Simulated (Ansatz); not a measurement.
# Grüneisen parameters and expansion of GaP (F-43m), part 2 of 4

Aim: how the vibrations of GaP shift with volume, and the expansion that follows.

What experiment has found for this phase:
- volume expansion coefficient 15.9 1e-6/K, heat capacity C_P per formula unit 44.2 J/mol/K and bulk modulus 88.7 GPa near room temperature (given in “High-Throughput Prediction of Finite-Temperature Properties using the Quasi-Harmonic Approximation”, 2016, arXiv:1603.06924)

Ansatz 0.2.0; DFT LDA, scalar-relativistic, plane waves, PAW.

So far, gap on the k-mesh (eV): step 2 (probe on a coarse mesh) 1.49; step 3 (relaxing cell and atoms, k-mesh 8×8×8, smearing width 0.02 eV) 1.43.

## 5. Lattice dynamics at this volume, V/V0 1

The same q-mesh and k-mesh are kept at every volume, so that much of their error can cancel in the differences.

Input file input.yaml:

```yaml
crystal:
  lattice:
    - [0.0, 2.6956500659, 2.6956500659]
    - [2.6956500659, 0.0, 2.6956500659]
    - [2.6956500659, 2.6956500659, 0.0]
  atoms:
    - { symbol: Ga, position: [0.0, 0.0, 0.0] }
    - { symbol: P, position: [0.25, 0.25, 0.25] }
kpoints:
  mp_grid: { grid: [8, 8, 8] }
hamiltonian:
  xc: lda
scf:
  occupations: { method: fixed }
output:
  eigenvalues: true
phonons:
  method: dfpt
  dielectric: true
  rigid_motions: translations
  qmesh: [4, 4, 4]
  temperatures: { t_max: 1000, t_step: 50 }
  qpath:
    path:
      - [[0.0, 0.0, 0.0], [-0.5, -0.5, 0.0], [-0.375, -0.375, 0.25]]
      - [[-0.375, 0.0, 0.375], [0.0, 0.0, 0.0], [0.0, 0.0, 0.5], [-0.5, -0.25, 0.25], [-0.5, -0.5, 0.0]]
    npoints: 10
```

Command:

```console
ansatz run input.yaml --threads 4 --pin off --max-ram 8192MiB --backend cpu --events-out ev --progress --plain --runs-dir out
```

Numbers of over 12 decimals in the logs are rounded to 6 here.

The program printed:

```text
Warning: phonons: the dynamical matrix that this run interpolates holds no multipole term above the dipole-dipole one, and a site of this crystal is no centre of inversion, so its interpolated transverse optical and acoustic branches and sound speeds can stay off near Gamma, and the density of states and the thermodynamics with them. What a run solves at a wave vector of phonons.qpoints, Gamma apart, where the deck admits one, is free of this, and under fd what a larger phonons.supercell samples
[...]
Crystal: 2 atoms, lattice volume = 39.176 Å³
Basis set: ecut = 420 eV, 749 PW (Γ), exchange–correlation on 54×54×54 points (8 copies of the dense FFT grid, shifted against one another)
Bands: 13, of which v1, the nominal top of the filled ones, is band 9 counted from 1 (8 counted from 0)
Symmetry: 24 space group operations
k-points: 95 of 512 (irreducible under 4 space group operations, time reversal used)
[...]
SCF iter   1: F=—  HF=-4433.771527 eV  |F-HF|=—  |Δ(HF+E_count)|=         —  Δρ=6.37e-3  dr2=1.58e-2  ethr=1.77e-3  ⟨swp⟩=5.0  Hψ=6538  notcnv=0  defer=170
[...]
SCF iter   7: F=-4433.765545 eV  HF=-4433.765545 eV  |F-HF|=5.55e-11  |Δ(HF+E_count)|=   1.56e-9  Δρ=3.78e-7  dr2=6.73e-11  ethr=1.00e-12  ⟨swp⟩=11.7  Hψ=10865  notcnv=0
SCF 1 converged in 7 iterations: F = -4433.765545 eV  dr2 = 6.73e-11
[...]
DFPT response loops at Γ: preconditioner auto → none (the input reference at scf.mixing.eps_inf says where Resta's filter doesn't serve); β = 0.50; Broyden in place of MSR1
── the response to a field inside a basis, on 10×10×10 k-points: an SCF that follows is theirs, and a resumed run solves both again ──
Bands: 10, of which v1, the nominal top of the filled ones, is band 9 counted from 1 (8 counted from 0)
k-points: 110
[...]
Eigensolver: Dense (110 Hₖ)
SCF iter   1: F=—  HF=-4433.767503 eV  |F-HF|=—  |Δ(HF+E_count)|=         —  Δρ=1.70e-4  dr2=8.06e-6  ethr=1.00e-1
[...]
SCF iter   4: F=-4433.767501 eV  HF=-4433.767501 eV  |F-HF|=1.52e-8  |Δ(HF+E_count)|=   1.75e-8  Δρ=4.91e-6  dr2=8.28e-9  ethr=3.30e-10
SCF 1 converged in 4 iterations: F = -4433.767501 eV  dr2 = 8.28e-9
[...]
WARN: field response: ε∞ stands inside a basis, on 10×10×10 points; the force constants stand on the 8×8×8 k-mesh, whose period is 10.77 times the interband length at k = (0.0000, 0.0000, 0.0000), direct gap 1.881 eV, under 14: take them and everything formed from them as unconverged, and compare with a denser kpoints.mp_grid
NSCF: frozen V_eff on 29 k-points
[...]
DFPT response loops at q = (0, 0, -0.5) (fractional): preconditioner auto → Resta (q_TF=auto, 2.397 Å⁻¹)  ε∞=6.5 (no band partly filled); β = 1.00, the filter's whole step (`scf.mixing.beta` (0.50) is not read by the response loops at its default; to damp them type it under 1.00, their step now; it binds the ground state too); Broyden in place of MSR1
[...]
SCF converged after 7 iterations
Free energy (F): -4433.765545 eV
[...]
Internal energy: -4433.765545 eV  (E = F + TS)
E sigma→0 (E₀):  -4433.765545 eV
Fermi energy:    7.261658 eV
[...]
--- Band table (eV; the first three rows and the last of 95) ---
  k-point 0: bands = [... 5 lower, -5.5087, 7.2617, 7.2617, 7.2617, 9.1426, 11.0386, 11.0386, 11.0386]
  k-point 1: bands = [... 5 lower, -5.2976, 5.5793, 7.0151, 7.0151, 9.7185, 11.4059, 11.4059, 11.6762]
  k-point 2: bands = [... 5 lower, -4.6974, 3.2512, 6.5579, 6.5579, 9.3632, 11.9249, 11.9249, 13.6086]
  k-point 94: bands = [... 5 lower, -2.2470, 0.4738, 3.4835, 3.6265, 11.8601, 12.1656, 13.2567, 13.3183]
--- Phonons (Γ-DFPT): 2 representative perturbations + reference, on 95 of 512 k-points (Σ response iterations 6) ---
  k mesh reduced under 4 symmetry operations, with k and −k counted as one. Each operation leaves every solved perturbation unchanged. A smaller set is not considered because the run solves the response to a homogeneous field
  ASR residual: 4.269e-4 → 0.000e0 eV/Å²; symmetrization residual: 3.477e-6 eV/Å²
  ASR residual per site (eV/Å²): 5.00e-5 4.27e-4
  Γ frequencies (cm⁻¹): 0.00 0.00 0.00 364.86 364.86 364.86
  ε∞ (high-frequency dielectric tensor):
       10.643764     0.000000    -0.000000
        0.000000    10.643764     0.000000
       -0.000000     0.000000    10.643764
  ε⁰ (static dielectric tensor: ions relaxed, cell fixed):
       12.488777     0.000000    -0.000000
        0.000000    12.488777     0.000000
       -0.000000     0.000000    12.488777
  ε⁰ − ε∞ (ionic part):
        1.845012     0.000000     0.000000
        0.000000     1.845012     0.000000
        0.000000     0.000000     1.845012
  softest optical mode at Γ: 364.86 cm⁻¹; the repairs (sum rule, projections) moved no ω² at Γ by more than (1.98 cm⁻¹)²
  Born effective charges Z* (e; rows j = field, columns β = displacement):
    site 0:
         2.04790   -0.00000    0.00000
         0.00000    2.04790    0.00000
         0.00000    0.00000    2.04790
    site 1:
        -2.04790    0.00000   -0.00000
        -0.00000   -2.04790   -0.00000
        -0.00000   -0.00000   -2.04790
  Z* charge neutrality: 4.879e-5 e pre-enforcement
  solved inside a basis spanned on kpoints, on 10×10×10 k-points transformed towards the longest dipole: ε∞ is read to err by 2.9e-2, Z* by 1.4e-2 e (field_mesh: kpoints solves on kpoints); Z* is corrected for what the basis lacks
  optical modes at Γ without the LO–TO term, one row a degenerate level:
      ω (cm⁻¹)  modes    IR ((D/Å)²/amu)
        364.86      3            13.5346
  optical modes at Γ + LO–TO along q̂ = [1.0000, 0.0000, 0.0000]:
      ω (cm⁻¹)  modes    IR ((D/Å)²/amu)
        364.86      2             9.0230
        395.22      1             4.5115
  optical modes at Γ + LO–TO along q̂ = [0.0000, 1.0000, 0.0000]:
      ω (cm⁻¹)  modes    IR ((D/Å)²/amu)
        364.86      2             9.0230
        395.22      1             4.5115
  optical modes at Γ + LO–TO along q̂ = [0.0000, 0.0000, 1.0000]:
      ω (cm⁻¹)  modes    IR ((D/Å)²/amu)
        364.86      2             9.0230
        395.22      1             4.5115
--- Phonons (arbitrary-q DFPT): 8 irreducible q on the 4×4×4 mesh ---
  q = [0.0000, 0.0000, 0.0000] (star 1, of the zone-centre solve; hermiticity 6.62e-7, symmetrization 1.73e-13): 0.00 0.00 0.00 364.86 364.86 364.86
  q = [0.0000, 0.0000, 0.2500] (star 8, 2 solved perturbations on 288 of 512 k-point pairs; hermiticity 2.57e-7, symmetrization 6.99e-13): 66.38 66.38 161.44 362.39 362.39 385.41
[...]
q = [0.0000, 0.2500, 0.2500] (star 6, 4 solved perturbations in 528 linear systems a pass and spin channel, the states on 164 of 512 k-point pairs; hermiticity 2.47e-7, symmetrization 4.80e-13): 89.05 89.05 166.56 360.39 360.39 387.15
[...]
sum rule: each row above includes the acoustic sum rule's correction from the zone centre's row sums; it moved no ω² by more than (1.94 cm⁻¹)²
  mesh force constants: q→R imaginary residual 1.82e-18; ASR residual 4.269e-4 → 0.000e0 eV/Å²; symmetrization residual 8.882e-15 eV/Å²
  interpolated dispersion: 63 rows × 6 modes
  density of states and harmonic sums: on the 20×20×20 q-mesh, interpolated from the force constants of a 4×4×4 supercell (with the dipole–dipole term)
  largest difference from the sums on the solved wave vectors: F 9.85e-3 eV, S 1.39e-5 and C_V 4.00e-6 eV/K
  zero-point energy: 0.093241 eV/cell   skipped modes (ω ≤ 0): 3   left out of the sums: 6.25e-5 of the cell's modes: C_V's classical limit lies that fraction below 3 k_B per atom; for a crystal, a wire or a layer, F and S can be off by more, and a phonons.interpolated_qmesh denser along its periods is the remedy for the sampling
```

Elapsed: 60 s, on 4 threads of Arm Neoverse V2, shared host; peak memory 0.93 GiB.

This step gave:

| Quantity | Value |
| --- | --- |
| Γ frequencies | 0, 0, 0, 364.9, 364.9, 364.9 cm⁻¹ (negative: imaginary) |
| lowest frequency on the path | 0 cm⁻¹ |
| zero-point energy | 0.09324 eV/cell |
| point group | -43m |
| highest frequency | 396.2 cm⁻¹ |
| Debye temperature from the second moment | 517 K |

LO-TO term included. Phonon branches along the path, in cm⁻¹:

| point | branch 1 | branch 2 | branch 3 | branch 4 | branch 5 | branch 6 |
| --- | --- | --- | --- | --- | --- | --- |
| Γ | 0 | 0 | 0 | 365 | 365 | 395 |
| halfway | 89 | 89 | 167 | 360 | 360 | 387 |
| X | 102 | 102 | 251 | 362 | 362 | 367 |
| halfway | 103 | 115 | 243 | 348 | 361 | 381 |
| U | 106 | 134 | 227 | 336 | 360 | 393 |
| jump to K | 106 | 134 | 227 | 336 | 360 | 393 |
| halfway | 78 | 112 | 166 | 359 | 361 | 385 |
| Γ | 0 | 0 | 0 | 365 | 365 | 395 |
| halfway | 66 | 66 | 161 | 362 | 362 | 385 |
| L | 79 | 79 | 233 | 363 | 363 | 371 |
| halfway | 103 | 126 | 215 | 340 | 361 | 391 |
| W | 124 | 143 | 216 | 328 | 364 | 393 |
| halfway | 112 | 120 | 236 | 340 | 363 | 385 |
| X | 102 | 102 | 251 | 362 | 362 | 367 |

The phonon branches as a text plot (rows in cm⁻¹):

```
    388 |********      ***********************      ***********
    371 |***     ******          **********   ******     ***** **
    355 |   **********************         **************     ***
    338 |               *******                      ****   ***
    322 |                                                ***
    305 |
    289 |
    272 |
    256 |            **                                        **
    239 |         ***  **                        **           *
    223 |        *       ***                   **  ****  *****
    206 |                   *                 *        **
    190 |       *            ***             *
    173 |      *                *
    157 |                                   *
    140 |    **           *****  *         *           ******
    124 |               **     *                     ** ******
    107 |   *    ************   * **      *         * **      ***
     91 |      **            *** *                ****
     74 |  * **                 * ***    *  *******
     58 |   *                    ****      *
     41 | **                        **  * *
     25 | *                          *   *
      8 |*                            ***
         Γ           X  U|K            Γ         L        W     X
```

Tetrahedra on 20 20 20, mean over bins of 5 cm⁻¹. Phonon density of states against wavenumber; read off at these points:

| wavenumber (cm⁻¹) | phonon density of states (1/cm⁻¹/cell) |
| --- | --- |
| 2 | 0 |
| 12 | 9.0e-5 |
| 22 | 4.0e-4 |
| 32 | 9.2e-4 |
| 48 | 0.00229 |
| 58 | 0.00382 |
| 68 | 0.00657 |
| 78 | 0.0149 |
| 88 | 0.0258 |
| 98 | 0.0332 |
| 102 | 0.0488 |
| 108 | 0.0420 |
| 118 | 0.0291 |
| 132 | 0.0272 |
| 142 | 0.00352 |
| 152 | 0.00245 |
| 162 | 0.00314 |
| 172 | 0.00411 |
| 182 | 0.00558 |
| 192 | 0.00794 |
| 208 | 0.0176 |
| 212 | 0.0332 |
| 218 | 0.0293 |
| 228 | 0.0101 |
| 238 | 0.00382 |
| 248 | 0.00139 |
| 258 | 0 |
| 268 | 0 |
| 282 | 0 |
| 292 | 0 |
| 302 | 0 |
| 312 | 0 |
| 322 | 0 |
| 332 | 0.0160 |
| 342 | 0.0287 |
| 352 | 0.0277 |
| 362 | 0.216 |
| 368 | 2.1e-4 |
| 378 | 0.0114 |
| 388 | 0.0695 |
| 398 | 0.00341 |

Harmonic. Thermo, by row:

| T (K) | F_vib (meV/atom) | S (J/mol-atom/K) | C_V (J/mol-atom/K) |
| --- | --- | --- | --- |
| 0 | 46.62 | 0 | 0 |
| 50 | 46.31 | 2.158 | 4.771 |
| 100 | 43.86 | 7.429 | 10.91 |
| 150 | 38.6 | 12.8 | 15.61 |
| 200 | 30.67 | 17.74 | 18.64 |
| 250 | 20.31 | 22.12 | 20.51 |
| 300 | 7.83 | 25.97 | 21.69 |
| 350 | -6.53 | 29.38 | 22.47 |
| 400 | -22.55 | 32.42 | 23.01 |
| 450 | -40.07 | 35.15 | 23.39 |
| 500 | -58.94 | 37.63 | 23.67 |
| 550 | -79.04 | 39.9 | 23.88 |
| 600 | -100.3 | 41.98 | 24.05 |
| 650 | -122.5 | 43.91 | 24.17 |
| 700 | -145.8 | 45.71 | 24.28 |
| 750 | -169.9 | 47.38 | 24.36 |
| 800 | -194.8 | 48.96 | 24.43 |
| 850 | -220.6 | 50.44 | 24.49 |
| 900 | -247.1 | 51.84 | 24.54 |
| 950 | -274.3 | 53.17 | 24.58 |
| 1000 | -302.2 | 54.43 | 24.61 |

The modes has structure finer than the step of the table below, so its rows give means over 10 cm⁻¹, whole bins alone (the curve runs from -10 to 418 cm⁻¹). Peaks (cm⁻¹: height): Ga 105.8: 0.0353, 213.5: 0.0297, 361.6: 0.0368, 385.8: 0.0112; P 361.6: 0.118, 385.8: 0.0538.

Phonopy on the run's constants, 19x19x19 mesh, Gaussian sigma 3.1 cm⁻¹. The modes by wavenumber; means over each step; values in 1/cm⁻¹/cell:

| wavenumber (cm⁻¹) | Ga | P |
| --- | --- | --- |
| 0 | 2.5e-5 | 1.2e-5 |
| 10 | 5.0e-5 | 2.1e-5 |
| 20 | 2.6e-4 | 1.2e-4 |
| 30 | 5.6e-4 | 2.4e-4 |
| 40 | 0.00110 | 4.6e-4 |
| 50 | 0.00197 | 8.0e-4 |
| 60 | 0.00318 | 0.00125 |
| 70 | 0.00621 | 0.00231 |
| 80 | 0.0142 | 0.00495 |
| 90 | 0.0205 | 0.00667 |
| 100 | 0.0304 | 0.00877 |
| 110 | 0.0297 | 0.00777 |
| 120 | 0.0219 | 0.00524 |
| 130 | 0.0204 | 0.00456 |
| 140 | 0.0111 | 0.00244 |
| 150 | 0.00207 | 6.1e-4 |
| 160 | 0.00230 | 6.4e-4 |
| 170 | 0.00310 | 7.8e-4 |
| 180 | 0.00427 | 9.3e-4 |
| 190 | 0.00625 | 0.00112 |
| 200 | 0.0103 | 0.00133 |
| 210 | 0.0226 | 0.00157 |
| 220 | 0.0211 | 9.8e-4 |
| 230 | 0.00829 | 3.1e-4 |
| 240 | 0.00332 | 8.2e-5 |
| 250 | 9.9e-4 | 9.6e-6 |
| 260 | 2.1e-5 | 0 |
| 270 | 0 | 0 |
| 280 | 0 | 0 |
| 290 | 0 | 0 |
| 300 | 0 | 0 |
| 310 | 0 | 0 |
| 320 | 4.1e-6 | 2.4e-4 |
| 330 | 3.3e-4 | 0.0100 |
| 340 | 0.00193 | 0.0253 |
| 350 | 0.00494 | 0.0271 |
| 360 | 0.0256 | 0.0846 |
| 370 | 0.00519 | 0.0176 |
| 380 | 0.00516 | 0.0272 |
| 390 | 0.00942 | 0.0462 |
| 400 | 0.00157 | 0.00808 |
| 410 | 1.2e-6 | 7.2e-6 |

Born charge (rows field, columns displacement) (e), principal values of the symmetric part by kind of site:

| atom | atoms with these values | low | middle | high | mean |
| --- | --- | --- | --- | --- | --- |
| Ga1 | 1 | 2.05 | 2.05 | 2.05 | 2.05 |
| P2 | 1 | -2.05 | -2.05 | -2.05 | -2.05 |

In full for Ga1:

```
2.05 0.00 0.00
0.00 2.05 0.00
0.00 0.00 2.05
```

ε∞:

```
10.64  0.00  0.00
 0.00 10.64  0.00
 0.00  0.00 10.64
```

No LO-TO term. The modes at Γ (shares of kinetic energy by element, %):

| mode | frequency (cm⁻¹) | symmetry | Ga % | P % |
| --- | --- | --- | --- | --- |
| 1 | 0.0 | T2 | 69 | 31 |
| 2 | 0.0 | T2 | 69 | 31 |
| 3 | 0.0 | T2 | 69 | 31 |
| 4 | 364.9 | T2 | 31 | 69 |
| 5 | 364.9 | T2 | 31 | 69 |
| 6 | 364.9 | T2 | 31 | 69 |

Displacements in mode 5 (364.9 cm⁻¹), the largest set to 1:
```
Ga1  0.00  0.20 -0.44
P2   0.00 -0.44  1.00
```

No mode is imaginary beyond numerical noise at the solved wavevectors.

## 6. Single point at a scaled cell, V/V0 1.015

Symmetry fixes every atom, so a single point at the scaled cell gives the energy and pressure of this member.

The cell differs from the one that the last finished run ended in (a 3.812 → 3.831 Å, b 3.812 → 3.831 Å, c 3.812 → 3.831 Å).

input.yaml, the sections that differ from step 5:

```yaml
crystal:
  lattice:
    - [0.0, 2.709061481, 2.709061481]
    - [2.709061481, 0.0, 2.709061481]
    - [2.709061481, 2.709061481, 0.0]
  atoms:
    - { symbol: Ga, position: [0.0, 0.0, 0.0] }
    - { symbol: P, position: [0.25, 0.25, 0.25] }
output:
  forces: true
  stress: true
  eigenvalues: true
# kpoints, hamiltonian, scf: as in step 5
# phonons: removed
```

The program printed:

```text
[...]
Crystal: 2 atoms, lattice volume = 39.764 Å³
Basis set: ecut = 420 eV, 749 PW (Γ)
Bands: 13, of which v1, the nominal top of the filled ones, is band 9 counted from 1 (8 counted from 0)
Symmetry: 24 space group operations
[...]
k-points: 29 of 512 (time reversal used)
[...]
SCF iter   1: F=—  HF=-4433.769299 eV  |F-HF|=—  |Δ(HF+E_count)|=         —  Δρ=6.34e-3  dr2=1.63e-2  ethr=1.77e-3  ⟨swp⟩=5.0  Hψ=1995  notcnv=0  defer=51
[...]
SCF iter   6: F=-4433.763132 eV  HF=-4433.763132 eV  |F-HF|=4.65e-9  |Δ(HF+E_count)|=   9.08e-9  Δρ=3.75e-6  dr2=6.60e-9  ethr=5.31e-10  ⟨swp⟩=6.9  Hψ=2475  notcnv=0
SCF 1 converged in 6 iterations: F = -4433.763132 eV  dr2 = 6.60e-9
[...]
SCF converged after 6 iterations
Free energy (F): -4433.763132 eV
[...]
Internal energy: -4433.763132 eV  (E = F + TS)
E sigma→0 (E₀):  -4433.763132 eV
Fermi energy:    7.068662 eV
[...]
--- Stress (GPa, compression-positive) ---
       -1.303317       0.000000       0.000000
        0.000000      -1.303317       0.000000
       -0.000000       0.000000      -1.303317
  P = ⅓ Tr σ = -1.3033 GPa (-13.033 kbar)
--- Band table (eV; the first three rows and the last of 29) ---
  k-point 0: bands = [... 5 lower, -5.5864, 7.0687, 7.0687, 7.0687, 8.8254, 10.8503, 10.8503, 10.8503]
  k-point 1: bands = [... 5 lower, -5.3794, 5.3890, 6.8278, 6.8278, 9.4454, 11.2107, 11.2107, 11.4466]
  k-point 2: bands = [... 5 lower, -4.7909, 3.0922, 6.3796, 6.3796, 9.1186, 11.7248, 11.7248, 13.3377]
  k-point 28: bands = [... 5 lower, -2.4014, 0.3465, 3.3626, 3.5076, 11.6629, 11.9082, 13.0665, 13.0808]
```

Elapsed: 0.53 s, on 4 threads; peak memory 0.29 GiB; 1.6 s of CPU time.

This step gave:

```yaml
pressure: -1.303 GPa
gap_on_the_k_mesh: 1.461 eV
volume_per_atom: 19.88 Å³
```

At this level the gap is 1.46 eV on the k-mesh of the self-consistent run, which can miss the band edges.

## 7. Lattice dynamics at this volume, V/V0 1.015

The same q-mesh and k-mesh are kept at every volume, so that much of their error can cancel in the differences.

input.yaml, the sections that differ from step 6:

```yaml
output:
  eigenvalues: true
phonons:
  method: dfpt
  dielectric: true
  rigid_motions: translations
  qmesh: [4, 4, 4]
  temperatures: { t_max: 1000, t_step: 50 }
  qpath:
    path:
      - [[0.0, 0.0, 0.0], [-0.5, -0.5, 0.0], [-0.375, -0.375, 0.25]]
      - [[-0.375, 0.0, 0.375], [0.0, 0.0, 0.0], [0.0, 0.0, 0.5], [-0.5, -0.25, 0.25], [-0.5, -0.5, 0.0]]
    npoints: 10
# crystal, kpoints, hamiltonian, scf: as in step 6
```

The program printed:

```text
[...]
Crystal: 2 atoms, lattice volume = 39.764 Å³
Basis set: ecut = 420 eV, 749 PW (Γ), exchange–correlation on 54×54×54 points (8 copies of the dense FFT grid, shifted against one another)
Bands: 13, of which v1, the nominal top of the filled ones, is band 9 counted from 1 (8 counted from 0)
Symmetry: 24 space group operations
k-points: 95 of 512 (irreducible under 4 space group operations, time reversal used)
[...]
optical modes at Γ + LO–TO along q̂ = [0.0000, 1.0000, 0.0000]:
      ω (cm⁻¹)  modes    IR ((D/Å)²/amu)
        358.28      2             9.2385
        389.09      1             4.6192
  optical modes at Γ + LO–TO along q̂ = [0.0000, 0.0000, 1.0000]:
      ω (cm⁻¹)  modes    IR ((D/Å)²/amu)
        358.28      2             9.2385
        389.09      1             4.6192
--- Phonons (arbitrary-q DFPT): 8 irreducible q on the 4×4×4 mesh ---
[...]
interpolated dispersion: 63 rows × 6 modes
[...]
[key lines of the parts left out:]
SCF converged after 8 iterations
Free energy (F): -4433.763132 eV
Fermi energy:    7.068689 eV
```

It took 60 s on 4 threads; peak memory 0.94 GiB.

No mode is imaginary beyond numerical noise at the solved wavevectors. The highest zone-centre mode (no LO–TO term) moved by -1.8 % for a volume change of +1.5 %.

## 8. A cell at another volume, V/V0 0.985

Symmetry fixes every atom, so a single point at the scaled cell gives the energy and pressure of this member.

The cell differs from the one that the last finished run ended in (a 3.831 → 3.793 Å, b 3.831 → 3.793 Å, c 3.831 → 3.793 Å).

input.yaml, the sections that differ from step 7:

```yaml
crystal:
  lattice:
    - [0.0, 2.682103857, 2.682103857]
    - [2.682103857, 0.0, 2.682103857]
    - [2.682103857, 2.682103857, 0.0]
  atoms:
    - { symbol: Ga, position: [0.0, 0.0, 0.0] }
    - { symbol: P, position: [0.25, 0.25, 0.25] }
output:
  forces: true
  stress: true
  eigenvalues: true
# kpoints, hamiltonian, scf: as in step 7
# phonons: removed
```

The program printed:

```text
[...]
Crystal: 2 atoms, lattice volume = 38.588 Å³
Basis set: ecut = 420 eV, 749 PW (Γ)
Bands: 13, of which v1, the nominal top of the filled ones, is band 9 counted from 1 (8 counted from 0)
Symmetry: 24 space group operations
[...]
k-points: 29 of 512 (time reversal used)
[...]
--- Band table (eV; the first three rows and the last of 29) ---
  k-point 0: bands = [... 5 lower, -5.4288, 7.4607, 7.4607, 7.4607, 9.4686, 11.2321, 11.2321, 11.2321]
  k-point 1: bands = [... 5 lower, -5.2133, 5.7745, 7.2083, 7.2083, 9.9976, 11.6066, 11.6066, 11.9149]
  k-point 2: bands = [... 5 lower, -4.6012, 3.4145, 6.7418, 6.7418, 9.6142, 12.1304, 12.1304, 13.8878]
  k-point 28: bands = [... 5 lower, -2.0878, 0.6050, 3.6081, 3.7488, 12.0629, 12.4293, 13.4523, 13.5617]
[key lines of the parts left out:]
SCF converged after 6 iterations
Free energy (F): -4433.763022 eV
Fermi energy:    7.460747 eV
P = ⅓ Tr σ = 1.4037 GPa (14.037 kbar)
```

It took 0.52 s on 4 threads; peak memory 0.29 GiB; 1.5 s of CPU time.

The run ends at a pressure of 1.40 GPa.

(Continued in part 3 of 4.)

[Logs are printed without paths, hosts, clocks, repeated set-up lines and the standing remarks that a program may print on its own settings, such as how far it seeks lower states.]

[Hosts, paths, dates, database ids (printed as entryN), source tags and the programs' standing remarks are cut or masked in the printed files.]

[A step with changed settings may run another functional than the one named; its input shows which.]

[Of the runs on displaced cells, only some may be shown.]
